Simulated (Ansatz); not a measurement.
# Surface energy of Cu(321) slab (26 atoms)

What is the surface energy of this cell, counted against the bulk crystal, and how far does it hang on functional and mesh?

Calculated with Ansatz 0.2.0: Kohn-Sham DFT, PBE, PAW (set soft_2), plane waves; cutoff 420 eV, fermi-dirac smearing of 0.1 eV. Cutoffs: 420 eV for PBE and PBEsol; 500 eV for r2SCAN.

**The cells**

The cell holds 26 atoms: 26 Cu. Its edges and angles: a = 4.452 Å, b = 5.747 Å, c = 27.144 Å, α = 90.0°, β = 90.0°, γ = 105.0°. It derives from Cu. The starting structure: Slab of Cu cut on (3 2 1), 12.1 Å thick, 1 x 1 surface cells, both faces free, 15 Å of vacuum; not relaxed. Lattice constants are starting values near those of PBE. Vacuum lies along c.

The bulk reference is Cu4 in a cell of 4 atoms, 12.008 Å³ an atom.

The input of the single point on the relaxed cell:

```yaml
crystal:
  lattice:
    - [4.45195, 0.0, 0.0]
    - [-1.48398, 5.55255, 0.0]
    - [0.0, 0.0, 27.14368]
  atoms:
    - { symbol: Cu, position: [0.27943, 0.35101, 0.28252] }
    - { symbol: Cu, position: [0.71099, 0.14552, 0.29746] }
    - { symbol: Cu, position: [0.14112, 0.93027, 0.31285] }
    - { symbol: Cu, position: [0.56896, 0.71856, 0.32911] }
    [... 20 atom lines left out ...]
    - { symbol: Cu, position: [0.57473, 0.21163, 0.70254] }
    - { symbol: Cu, position: [0.00629, 0.00613, 0.71748] }
kpoints:
  mp_grid: { grid: [8, 6, 1] }
hamiltonian:
  xc: pbe
scf:
  occupations: { method: fermi_dirac, width: 0.1 }
output:
  forces: true
  populations: true
  dos:
    method: { smearing: { sigma: 0.08 } }
    de: 0.1
    projected: { site_lists: { Cu: [Cu] } }
  eigenvalues: true
  write_density: true
  write_potential: true
  volumetric_format: npy
```

```
        cell  formula                    k-mesh  relaxation steps  gain on relaxing (eV)  free energy, PBE (eV)  time of its runs on this page
Cu(321) slab     Cu26  8×6×1 (relaxed on 6×4×1)                 4                   0.16            -172249.792                           44 s
     bulk Cu      Cu4                  15×15×15                 -                      -             -26500.717                           12 s
```

**Surface energy**

The excess is the cell's free energy less 6.5 times that of the bulk cell. It is divided by twice the area, as the cell holds two faces, so the value is their mean, and they need not be alike (24.72 Å²), with 1 eV/Å² = 16.022 J/m².

| level | k-mesh | excess (eV) | surface energy (J/m²) | per area (meV/Å²) |
| --- | --- | --- | --- | --- |
| PBE | 8×6×1 | 4.870 | 1.578 | 98.5 |
| PBE, denser mesh | 11×8×1 | 4.882 | 1.582 | 98.7 |
| r2SCAN | 8×6×1 | 5.645 | 1.829 | 114.2 |
| PBEsol | 8×6×1 | 5.904 | 1.913 | 119.4 |

Worked for the first row at PBE: (-172249.792) − 6.5 × (-26500.717) = 4.870 eV (from unrounded energies).

Then 4.870 / (2 × 24.72) × 16.022 = 1.578 J/m².

**Neighbours**

Bonds by pair of elements; cutoffs follow the first minimum of g(r), held within bounds set by covalent radii, and pairs that aren't listed don't count as bonded:

```tsv
pair A-B	cutoff (Å)	bonds	mean length (Å)	spread (Å)	shortest (Å)	B about A	A about B
Cu-Cu	2.98	140	2.56	0.031	2.44	10.8	10.8
```

How many atoms have how many bonded neighbours:

```tsv
element	mean	6	8	9	10	11	12
Cu	10.8	2	2	2	2	2	16
```

**Findings**

At PBE the surface energy is 1.58 J/m². At the same geometries the levels give 1.58 (PBE) to 1.91 J/m² (PBEsol) and the denser mesh leaves it within 0.01 J/m². Relaxing the atoms lowered it by 0.053 J/m² from the start (on the 6×4×1 mesh of the relaxation), and the farthest atom moved 0.17 Å. By these cutoffs 10 of 26 Cu atoms differ from the commonest count of 12.

Limits: The cell edges were held, so the lattice is the typed one for every functional. Cell and bulk are sampled on unlike meshes, and the error grows with the number of atoms subtracted. These are free energies under a smearing of 0.1 eV, whose entropy term isn't removed. In some runs the program notes that positions were snapped to a detected symmetry and the exchange-correlation potential is rough where the density is thin.

[Logs are printed without paths, hosts, clocks, repeated set-up lines and the standing remarks that a program may print on its own settings, such as how far it seeks lower states.]

[Hosts, paths, dates, database ids (printed as entryN), source tags and the programs' standing remarks are cut or masked in the printed files.]
